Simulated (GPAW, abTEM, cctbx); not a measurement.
# CsTl: the scripts behind a bonding study

Short scripts, each with its output. The start was made by putting kin elements into a known structure type; the compound need not exist, or be stable, in this form.

## 1. Build the all-electron density and subtract free atoms

```text
cell
1.0
     4.355974840    0.000000000    0.000000000
    -2.177987420    3.772384870    0.000000000
     0.000000000    0.000000000   12.580338770
Tl Cs
2 2
Direct
0.000000000 0.000000000 0.500000000
0.000000000 0.000000000 0.000000000
0.666666670 0.333333330 0.750000000
0.333333330 0.666666670 0.250000000
```

```python
import numpy as np
from ase.io import read
from ase.units import Bohr
from gpaw import GPAW, PW, FermiDirac
from gpaw.calculator import GPAW as OldGPAW
from gpaw.mpi import serial_comm, world
from scipy.special import erfc
from scipy.spatial import cKDTree

atoms = read("cell.vasp")
atoms.calc = GPAW(mode=PW(450), xc="PBE", kpts={"size": (6, 6, 2), "gamma": True},
                 occupations=FermiDirac(0.1), maxiter=120, symmetry={"tolerance": 1e-5}, txt="scf.txt")
atoms.get_potential_energy()
rho = atoms.calc.get_all_electron_density(gridrefinement=2)
moments = atoms.get_magnetic_moments() if atoms.calc.get_number_of_spins() == 2 else np.zeros(len(atoms))
total = atoms.get_magnetic_moment() if moments.any() else 0.0
if world.rank == 0:
    free = OldGPAW(mode=PW(450), xc="PBE", txt=None, communicator=serial_comm)
    neutral = atoms.copy()
    neutral.set_initial_magnetic_moments(None)
    free.initialize(neutral)
    free.set_positions(neutral)
    drho = rho - free.get_all_electron_density(gridrefinement=2)
    # GPAW starts from confined atoms: exchange their smooth part for that of the datasets' free atoms
    h = np.stack(np.meshgrid(*[np.fft.fftfreq(n, 1 / n) for n in drho.shape], indexing="ij"), -1)
    gabs = np.linalg.norm(h @ atoms.cell.reciprocal(), axis=-1)
    tails = np.fft.fftn(free.get_pseudo_density(gridrefinement=2))
    g, form, v0 = np.linspace(0, gabs.max(), 1500), {}, 0
    for e in set(atoms.symbols):
        idx = atoms.symbols.search(e)
        d = free.setups[idx[0]].data
        r, w = d.rgd.r_g * Bohr, d.rgd.r_g**2 * d.rgd.dr_g
        j0 = np.sinc(2 * g[:, None] * r)
        smooth = sum(f * p**2 for f, p in zip(d.f_j, d.phit_jg)) + np.sqrt(4 * np.pi) * d.nct_g
        full = sum(f * p**2 for f, p in zip(d.f_j, d.phi_jg)) + np.sqrt(4 * np.pi) * d.nc_g
        phase = sum(np.exp(-2j * np.pi * h @ s) for s in atoms.get_scaled_positions()[idx])
        tails -= np.interp(gabs, g, j0 @ (smooth * w)) * phase * drho.size / atoms.get_volume()
        form[e] = j0 @ (full * w)
        v0 += 2 * np.pi / 3 * 14.3996 * (full * w * r**2).sum() * len(idx)  # V A^3
    tails *= 0.5 * erfc((gabs - 1.8) / 0.25)  # the tails differ at long wavelengths alone
    drho += np.fft.ifftn(tails).real  # crystal minus superposed spherical free atoms
    np.save("drho.npy", drho)
    dv = atoms.get_volume() / drho.size
    print("grid", drho.shape, " electrons %.3f" % (rho.sum() * dv), " moved by bonding %.3f e" % (abs(drho).sum() * dv / 2))
    pts = np.indices(drho.shape).reshape(3, -1).T / drho.shape @ atoms.cell
    shifts = (np.indices((3, 3, 3)).reshape(3, -1).T - 1) @ atoms.cell
    images = (atoms.positions[None] + shifts[:, None]).reshape(-1, 3)
    dist, idx = cKDTree(images).query(pts, k=4)
    out = drho.ravel()[dist[:, 0] > 0.5]
    print("deformation density beyond 0.5 A of the nuclei: max %.3f, min %.3f e/A^3" % (out.max(), out.min()))
    tie = dist < dist[:, :1] + 1e-4
    q = -np.bincount((idx % len(atoms))[tie], (drho.ravel()[:, None] / tie.sum(1, keepdims=True) * tie)[tie], len(atoms)) * dv
    print("atom        x       y       z   Voronoi charge  moment")
    for a, s, c, m in zip(atoms, atoms.get_scaled_positions(), q, moments):
        print("%-2s%-3d %7.4f %7.4f %7.4f %10.3f %10.2f" % (a.symbol, a.index + 1, *s, c, m))
    np.savez("free.npz", g=g, **form)
    print("mean inner potential of superposed free atoms %.3f V" % (v0 / atoms.get_volume()))
    print("total magnetic moment %.3f muB" % total)
```

```console
$ OMP_NUM_THREADS=1 mpirun -n 4 gpaw python run.py > gpaw.log
```

```text
grid (48, 48, 126)  electrons 272.000  moved by bonding 0.435 e
deformation density beyond 0.5 A of the nuclei: max 0.014, min -0.023 e/A^3
atom        x       y       z   Voronoi charge  moment
Tl1    0.0000  0.0000  0.5000     -0.129       0.00
Tl2    0.0000  0.0000  0.0000     -0.129       0.00
Cs3    0.6667  0.3333  0.7500      0.129       0.00
Cs4    0.3333  0.6667  0.2500      0.129       0.00
mean inner potential of superposed free atoms 13.043 V
total magnetic moment 0.000 muB
```

Time: 16 s on 4 cores of Intel(R) Xeon(R) Platinum 8488C (Sapphire Rapids) (shared host), peak memory 0.91 GiB.

## 2. Fourier-transform the difference

```python
from cctbx import adptbx, crystal, miller, xray
from cctbx.eltbx import tiny_pse
import numpy as np

cs = crystal.symmetry(unit_cell=(4.356, 4.356, 12.5803, 90, 90, 120), space_group_symbol='Hall: -P 6c 2c')  # P6_3/mmc
atoms = [  # label, site, U (iso, or U11 U22 U33 U12 U13 U23 in A^2), occupancy
    ("Tl1", (0, 0, 0.5), 0.0000, 1),
    ("Cs1", (2/3, 1/3, 0.75), 0.0000, 1),
]
xs = xray.structure(crystal_symmetry=cs)
for label, site, u, occ in atoms:
    u = adptbx.u_cif_as_u_star(cs.unit_cell(), u) if isinstance(u, tuple) else u
    xs.add_scatterer(xray.scatterer(label, site=site, u=u, occupancy=occ))
xs.scattering_type_registry(table="wk1995")
drho = np.load("drho.npy")
T = np.array([[1, 0, 0], [0, 1, 0], [0, 0, 1]])  # conventional axes in terms of the primitive ones
dF = np.fft.ifftn(drho) * 206.72533  # electrons a conventional cell, indexed by primitive hkl
ms = miller.build_set(cs, anomalous_flag=False, d_min=0.9).sort("resolution")
iam = ms.structure_factors_from_scatterers(xs, algorithm="direct").f_calc()
p1 = xs.expand_to_p1()
z = np.array([tiny_pse.table(sc.scattering_type).atomic_number() for sc in p1.scatterers()])
x = np.array(p1.sites_frac())
free = np.load("free.npz")
print("static structure factors of the conventional cell: F in electrons, V (Mott-Bethe) in volts")
print("   h  k  l      d  |F| table  |F| free   |F| DFT   change   |V| free  |V| DFT  change %")
for h, d, table in list(zip(ms.indices(), ms.d_spacings().data(), iam.data()))[:16]:
    df = dF[tuple(np.rint(np.linalg.solve(T, h)).astype(int))]
    phase = np.exp(2j * np.pi * x @ h)
    f = sum(np.interp(1 / d, free["g"], free[sc.scattering_type]) * p for sc, p in zip(p1.scatterers(), phase))
    fz = (z * phase).sum()
    c = 14.3996 * d * d / (np.pi * cs.unit_cell().volume())
    v0, v1 = abs(fz - f) * c, abs(fz - f - df) * c
    print("%4d%3d%3d %7.4f %9.3f %9.3f %9.3f %8.3f %9.3f %8.3f %8s" % (h + (d, abs(table), abs(f), abs(f + df), abs(f + df) - abs(f), v0, v1, "%.1f" % (100 * (v1 / v0 - 1)) if v0 > 0.02 else "-")))
```

```console
$ python run.py
```

```text
static structure factors of the conventional cell: F in electrons, V (Mott-Bethe) in volts
   h  k  l      d  |F| table  |F| free   |F| DFT   change   |V| free  |V| DFT  change %
   0  0  2  6.2901    52.608    52.398    52.687    0.290     0.349    0.603     72.8
   1  0  0  3.7724   100.132   100.064   100.060   -0.005     2.188    2.190      0.1
   1  0  1  3.6134    83.286    83.314    83.296   -0.018     3.459    3.464      0.1
   1  0  2  3.2352   192.072   192.042   191.903   -0.138     5.792    5.824      0.6
   0  0  4  3.1451   237.734   237.715   237.422   -0.292     7.519    7.583      0.9
   1  0  3  2.8046    78.568    78.592    78.634    0.042     2.907    2.900     -0.3
   1  0  4  2.4157    93.104    93.020    92.881   -0.139     1.809    1.827      1.0
   1  1  0  2.1780   216.798   216.799   216.748   -0.051     5.806    5.811      0.1
   0  0  6  2.0967    48.632    48.496    48.396   -0.100     0.342    0.351      2.8
   1  0  5  2.0932    71.675    71.736    71.754    0.018     2.286    2.284     -0.1
   1  1  2  2.0581    48.470    48.332    48.333    0.001     0.345    0.344     -0.0
   2  0  0  1.8862    87.433    87.328    87.353    0.024     1.552    1.550     -0.1
   2  0  1  1.8654    68.667    68.729    68.709   -0.020     2.047    2.049      0.1
   1  0  6  1.8327   165.422   165.388   165.384   -0.004     3.843    3.844      0.0
   2  0  2  1.8067   164.600   164.565   164.557   -0.008     3.795    3.796      0.0
   1  1  4  1.7906   203.093   203.091   203.088   -0.002     4.898    4.899      0.0
```

Time: 0.31 s on 1 core of Intel(R) Xeon(R) Platinum 8488C (Sapphire Rapids) (shared host), peak memory 0.08 GiB.

## 3. Propagate a plane wave with and without the bonding term

```python
import abtem
import numpy as np
from ase.build import make_supercell
from ase.io import read

abtem.config.set({"dask.lazy": False, "fft": "fftw", "diagnostics.progress_bar": False})
M = [[-1, -2, 0], [0, 0, -1], [1, 0, 0]]  # rows: x, y and beam direction in the primitive cell's axes
unit = make_supercell(read("cell.vasp"), M)
unit.set_cell(list(unit.cell.lengths()) + [90, 90, 90], scale_atoms=True)
unit.positions[:, 2] += 0.5445  # keeps atomic planes off the slice boundaries
unit.wrap()
slab = unit * (2, 2, 96)
print(slab.get_chemical_formula(), "| box %.2f x %.2f x %.2f A" % tuple(slab.cell.lengths()))

# change of the potential by bonding, from the DFT deformation density (Poisson's equation term by term)
drho = np.load("drho.npy")
prim = read("cell.vasp")
h = np.stack(np.meshgrid(*[np.fft.fftfreq(n, 1 / n) for n in drho.shape], indexing="ij"), -1).reshape(-1, 3).astype(int)
g2 = ((h @ prim.cell.reciprocal()) ** 2).sum(1)
keep = (g2 > 0) & (g2 < 2.5**2)
shape = (216, 360, 28)
vg = np.zeros(shape, complex)
hm = h[keep] @ np.array(M).T
move = np.exp(-2j * np.pi * hm[:, 2] * (0.5445 / unit.cell[2, 2] - 0.5 / shape[2]))  # the same shift, sampled at mid-points
vg[tuple(hm.T % np.array(shape)[:, None])] = -14.3996 / np.pi * (np.fft.fftn(drho).ravel() / drho.size)[keep] / g2[keep] * move
dV = np.fft.ifftn(vg).real * vg.size
dV = dV.reshape(216, 360, 4, 7).mean(3) * unit.cell[2, 2] / 4  # V A, projected in each slice
dV = np.tile(dV.transpose(2, 0, 1), (96, 2, 2))


def build(atoms):
    p = abtem.Potential(atoms, gpts=(432, 720), slice_thickness=[slab.cell[2, 2] / 384] * 384,
                        parametrization="lobato", projection="infinite", exit_planes=32).build()
    p.array[:] += BONDING * dV
    return p


sigmas = {'Tl': 0.066, 'Cs': 0.071}  # r.m.s. displacement along each axis, A
u = np.array([sigmas[s] for s in slab.symbols])[:, None]
rng = np.random.default_rng(676)


def potentials():
    for _ in range(3):  # frozen phonons, one configuration at a time
        atoms = slab.copy()
        atoms.positions += u * rng.standard_normal((len(atoms), 3))
        atoms.wrap()
        yield build(atoms)


for label, BONDING in (("IAM", 0.0), ("DFT", 1.0)):
    print("=====", label)
    rng = np.random.default_rng(676)  # the same displacements for both
    potential = build(slab)
    print("grid", potential.gpts, "slices", potential.num_slices)
    thickness = potential.exit_thicknesses
    wave = abtem.PlaneWave(energy=200000)
    dp = np.mean([wave.multislice(p).diffraction_patterns(max_angle="valid").array for p in potentials()], axis=0)
    hkl = [(0, 0, 0), (0, 0, 1), (0, 0, 2), (0, 0, 3), (0, 1, 0), (0, 1, 1), (0, 1, 2)]
    nx, ny = dp.shape[-2:]
    print("intensity of each beam, fraction of the incident wave")
    print("  t (A)" + "".join("%9s" % " ".join(map(str, h)) for h in hkl) + "  diffuse    total")
    grid = np.zeros((nx, ny), bool)
    grid[nx // 2 % 2::2, ny // 2 % 2::2] = True
    for t, a in list(zip(thickness, dp))[1:]:
        idx = [np.rint(np.array(M) @ np.linalg.solve([[1, 0, 0], [0, 1, 0], [0, 0, 1]], h)).astype(int) for h in hkl]
        print("%7.1f" % t + "".join("%9.5f" % a[nx // 2 + i[0] * 2, ny // 2 + i[1] * 2] for i in idx) + "%9.4f%9.4f" % (a[~grid].sum(), a.sum()))
```

```console
$ python run.py
```

```text
Cs1536Tl1536 | box 15.09 x 25.16 x 418.17 A
===== IAM
grid (432, 720) slices 384
intensity of each beam, fraction of the incident wave
  t (A)    0 0 0    0 0 1    0 0 2    0 0 3    0 1 0    0 1 1    0 1 2  diffuse    total
   34.8  0.82327  0.00000  0.00075  0.00000  0.00013  0.00214  0.00342   0.0298   0.9968
   69.7  0.85679  0.00000  0.00025  0.00000  0.00113  0.00115  0.00336   0.0529   0.9945
  104.5  0.76791  0.00000  0.00208  0.00001  0.00101  0.00368  0.00576   0.0662   0.9926
  139.4  0.72190  0.00001  0.00215  0.00001  0.00210  0.00384  0.00723   0.0862   0.9900
  174.2  0.64132  0.00001  0.00421  0.00001  0.00239  0.00614  0.00997   0.1046   0.9874
  209.1  0.57781  0.00000  0.00481  0.00001  0.00351  0.00679  0.01088   0.1294   0.9841
  243.9  0.50480  0.00003  0.00710  0.00002  0.00357  0.00887  0.01256   0.1533   0.9807
  278.8  0.44477  0.00001  0.00755  0.00001  0.00455  0.00934  0.01269   0.1833   0.9768
  313.6  0.39188  0.00003  0.00980  0.00003  0.00477  0.01062  0.01297   0.2108   0.9725
  348.5  0.34571  0.00001  0.01076  0.00004  0.00523  0.01076  0.01204   0.2423   0.9682
  383.3  0.31052  0.00003  0.01217  0.00007  0.00553  0.01072  0.01078   0.2714   0.9639
  418.2  0.28955  0.00003  0.01383  0.00005  0.00548  0.01115  0.00933   0.2986   0.9598
===== DFT
grid (432, 720) slices 384
intensity of each beam, fraction of the incident wave
  t (A)    0 0 0    0 0 1    0 0 2    0 0 3    0 1 0    0 1 1    0 1 2  diffuse    total
   34.8  0.82226  0.00000  0.00102  0.00000  0.00013  0.00213  0.00345   0.0298   0.9968
   69.7  0.85416  0.00000  0.00073  0.00000  0.00114  0.00115  0.00347   0.0529   0.9945
  104.5  0.76099  0.00000  0.00379  0.00001  0.00107  0.00366  0.00591   0.0664   0.9926
  139.4  0.71186  0.00001  0.00450  0.00001  0.00216  0.00384  0.00750   0.0866   0.9899
  174.2  0.62611  0.00001  0.00792  0.00001  0.00260  0.00612  0.01021   0.1053   0.9873
  209.1  0.55925  0.00000  0.00936  0.00001  0.00375  0.00679  0.01116   0.1306   0.9840
  243.9  0.48181  0.00003  0.01301  0.00002  0.00405  0.00886  0.01271   0.1549   0.9806
  278.8  0.41948  0.00001  0.01412  0.00001  0.00512  0.00935  0.01282   0.1855   0.9766
  313.6  0.36365  0.00004  0.01761  0.00003  0.00566  0.01061  0.01291   0.2134   0.9723
  348.5  0.31633  0.00001  0.01927  0.00004  0.00619  0.01071  0.01197   0.2454   0.9679
  383.3  0.27984  0.00003  0.02151  0.00007  0.00674  0.01058  0.01060   0.2748   0.9636
  418.2  0.25814  0.00002  0.02410  0.00005  0.00685  0.01094  0.00915   0.3022   0.9595
```

Time: 2.1 min.

[Outputs are excerpts: Python notices, other lines and further rows are left out; steps that failed or that the build refused (PBEsol, TPSS) are not shown.]

[Logs are printed without paths, hosts, clocks, repeated set-up lines and the standing remarks that a program may print on its own settings, such as how far it seeks lower states.]
